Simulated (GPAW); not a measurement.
# 1 ML Co on Os(0001), fcc site, 2 substrate layers: which magnetic order is lowest

Wanted: the moments of 1 ML Co on Os(0001), fcc site, 2 substrate layers and the energy of each order that was tried.

Main program and level: GPAW 26.7.0; PBE; plane waves with GPAW's PAW setups, scalar-relativistic.

Most raw output is cut from this account.

## Step 1: The starting structure

The cell holds 3 atoms: 2 Os and 1 Co. Cell: a = 2.734 Å, b = 2.734 Å, c = 18.247 Å, α = 90.0°, β = 90.0°, γ = 120.0°. pseudomorphic film on the substrate's lattice, hard-sphere layer spacings, unrelaxed, 14 A of vacuum. Vacuum lies along c.

## Step 2: Start 1: ferro +

Parallel moments need no larger cell; this start tests for a ferromagnetic state only.

order1.py

```python
import json
import numpy as np
from ase import Atoms
from ase.parallel import paropen, parprint
from gpaw import GPAW

atoms = Atoms(['Os', 'Os', 'Co'],
    cell=[[2.7341, 0.0, 0.0],
         [-1.36705, 2.3678, 0.0],
         [0.0, 0.0, 18.247237]],
    scaled_positions=[[0.0, 0.0, 0.38362],
         [0.666667, 0.333333, 0.501986],
         [0.333333, 0.666667, 0.61638]],
    pbc=True,
    magmoms=[0.0, 0.0, 2.0])
atoms.calc = GPAW(mode={'name': 'pw', 'ecut': 550},
    xc='PBE',
    kpts={'size': (14, 14, 1), 'gamma': True},
    occupations={'name': 'fermi-dirac', 'width': 0.1},
    convergence={'density': 1e-05, 'energy': 1e-05},
    maxiter=200,
    mixer={'name': 'pulay', 'beta': 0.05, 'nmaxold': 8, 'weight': 1},
    symmetry={'tolerance': 1e-4},
    txt='order1.txt')
e = atoms.get_potential_energy(force_consistent=True)
res = {'free_energy': e, 'energy_sigma0': atoms.get_potential_energy(), 'fermi_energy': atoms.calc.get_fermi_level()}
res['moments'] = atoms.get_magnetic_moments().tolist()
res['total'] = atoms.get_magnetic_moment()
parprint('site moments (muB):', np.round(res['moments'], 3))
parprint(f"total moment: {res['total']:.3f} muB")
parprint(f'free energy: {e:.6f} eV')
atoms.calc.write('order1.gpw')
with paropen('results.json', 'w') as f:
    json.dump(res, f)
```

The run is started by

```bash
> OMP_NUM_THREADS=1 mpirun -n 4 gpaw python order1.py > order1.log
```

The job ended after 33 s (4 MPI ranks of AMD EPYC 9R14 (Zen 4), shared host; peak memory 0.91 GiB; 2.2 min of CPU time).

Spin moment in the augmentation sphere by atom:

| atom | spin moment in the augmentation sphere (μB) |
| --- | --- |
| Os1 | -0.19 |
| Os2 | 0.00 |
| Co3 | 1.65 |

This step gave:

| Item | Value |
| --- | --- |
| magnetization | 1.409 μB |
| final state | ferromagnetic |

After 34 cycles the largest moment stands at 1.65 μB.

## Step 3: Start 2: antiferro q=(0,1/2,0) +-

An opposed order shows whether the pairs that it reverses prefer unlike signs.

This order needs a doubled cell of 6 atoms. Its mesh is chosen so that both cells sample the same points.

order2.py

```python
import json
import numpy as np
from ase import Atoms
from ase.parallel import paropen, parprint
from gpaw import GPAW

atoms = Atoms(['Os', 'Os', 'Os', 'Os', 'Co', 'Co'],
    cell=[[2.7341, 0.0, 0.0],
         [-2.7341, 4.7356, 0.0],
         [0.0, 0.0, 18.247237]],
    scaled_positions=[[0.0, 0.0, 0.38362],
         [0.0, 0.5, 0.38362],
         [0.666667, 0.1666665, 0.501986],
         [0.666667, 0.6666665, 0.501986],
         [0.333333, 0.3333335, 0.61638],
         [0.333333, 0.8333335, 0.61638]],
    pbc=True,
    magmoms=[0.0, 0.0, 0.0, 0.0, 2.0, -2.0])
atoms.calc = GPAW(mode={'name': 'pw', 'ecut': 550},
    xc='PBE',
    kpts={'size': (14, 7, 1), 'gamma': True},
    occupations={'name': 'fermi-dirac', 'width': 0.1},
    convergence={'density': 1e-05, 'energy': 1e-05},
    maxiter=200,
    mixer={'name': 'pulay', 'beta': 0.05, 'nmaxold': 8, 'weight': 1},
    symmetry={'tolerance': 1e-4},
    txt='order2.txt')
e = atoms.get_potential_energy(force_consistent=True)
res = {'free_energy': e, 'energy_sigma0': atoms.get_potential_energy(), 'fermi_energy': atoms.calc.get_fermi_level()}
res['moments'] = atoms.get_magnetic_moments().tolist()
res['total'] = atoms.get_magnetic_moment()
parprint('site moments (muB):', np.round(res['moments'], 3))
parprint(f"total moment: {res['total']:.3f} muB")
parprint(f'free energy: {e:.6f} eV')
atoms.calc.write('order2.gpw')
with paropen('results.json', 'w') as f:
    json.dump(res, f)
```

The run is started by

```bash
> OMP_NUM_THREADS=1 mpirun -n 4 gpaw python order2.py > order2.log
```

It took 4.7 min on 4 MPI ranks; peak memory 1.7 GiB.

Spin moment in the augmentation sphere by atom:

```csv
atom,spin moment in the augmentation sphere (μB)
Os1,-0.05
Os2,0.05
Os3,0.00
Os4,0.00
Co5,1.43
Co6,-1.43
```

Numbers from this step:

```yaml
magnetization: 0 μB
final_state: antiferromagnetic
```

It lies 83.5 meV a seeded atom over the first start, and its largest moment is 1.43 μB against 1.65 μB.

## Step 4: Run 3 (no spin polarisation)

A run without seeds gives the energy of the state without moments.

nospin.py

```python
import json
import numpy as np
from ase import Atoms
from ase.parallel import paropen, parprint
from gpaw import GPAW

atoms = Atoms(['Os', 'Os', 'Co'],
    cell=[[2.7341, 0.0, 0.0],
         [-1.36705, 2.3678, 0.0],
         [0.0, 0.0, 18.247237]],
    scaled_positions=[[0.0, 0.0, 0.38362],
         [0.666667, 0.333333, 0.501986],
         [0.333333, 0.666667, 0.61638]],
    pbc=True)
atoms.calc = GPAW(mode={'name': 'pw', 'ecut': 550},
    xc='PBE',
    kpts={'size': (14, 14, 1), 'gamma': True},
    occupations={'name': 'fermi-dirac', 'width': 0.1},
    convergence={'density': 1e-05, 'energy': 1e-05},
    maxiter=200,
    mixer={'name': 'pulay', 'beta': 0.05, 'nmaxold': 8, 'weight': 1},
    symmetry={'tolerance': 1e-4},
    txt='nospin.txt')
e = atoms.get_potential_energy(force_consistent=True)
res = {'free_energy': e, 'energy_sigma0': atoms.get_potential_energy(), 'fermi_energy': atoms.calc.get_fermi_level()}
parprint(f'free energy: {e:.6f} eV')
atoms.calc.write('nospin.gpw')
with paropen('results.json', 'w') as f:
    json.dump(res, f)
```

The run is started by

```bash
> OMP_NUM_THREADS=1 mpirun -n 4 gpaw python nospin.py > nospin.log
```

Run time: 15 s. Hardware: 4 MPI ranks; peak memory 0.81 GiB.

Numbers from this step:

| Quantity | Value |
| --- | --- |
| final state | non-magnetic (no spin polarisation) |

It lies 173 meV a seeded atom over the first start.

## Step 5: Energies of the orders

These are free energies at a smearing of 0.1 eV, so its entropy term is in the differences. They are divided by the number of seeded atoms, so that cells of unlike size compare. Wavevectors q in the names are fractions of the reciprocal vectors of the first run's cell.

Orders:

```
                   start        final state  typed order kept  energy over the lowest (meV a seeded atom)  largest site moment (μB)  net moment (μB a primitive cell)  mesh matched  CPU time (s)
                 ferro +      ferromagnetic               yes                                           0                      1.65                             1.409           yes           131
antiferro q=(0,1/2,0) +-  antiferromagnetic               yes                                        83.5                     1.434                                 0           yes          1126
    no spin polarisation       non-magnetic                 -                                       172.6                         0                                 0           yes         60.17
```

## Step 6: Outcome

- lowest state found: ferromagnetic (typed ferro +)
- largest site moment: 1.65 μB
- next state: antiferromagnetic, 83.5 meV a seeded atom higher
- energy gained by spin polarisation: 173 meV a seeded atom

What this shows: The lowest state found is ferromagnetic, reached from the start ferro +, with moments up to 1.65 μB. The next state costs 84 meV a seeded atom. This is the lowest of 3 finished starts, no proof of the ground state.

[Logs and program files are shortened in this print: banners, set-up blocks, solver, clock and traceback lines can be left out without a mark of their own.]

[Logs are printed without paths, hosts, clocks, repeated set-up lines and the standing remarks that a program may print on its own settings, such as how far it seeks lower states.]

[Hosts, paths, dates, database ids (printed as entryN), source tags and the programs' standing remarks are cut or masked in the printed files.]

[Where a cell is said to come from a database of computed structures, the database is the Materials Project.]
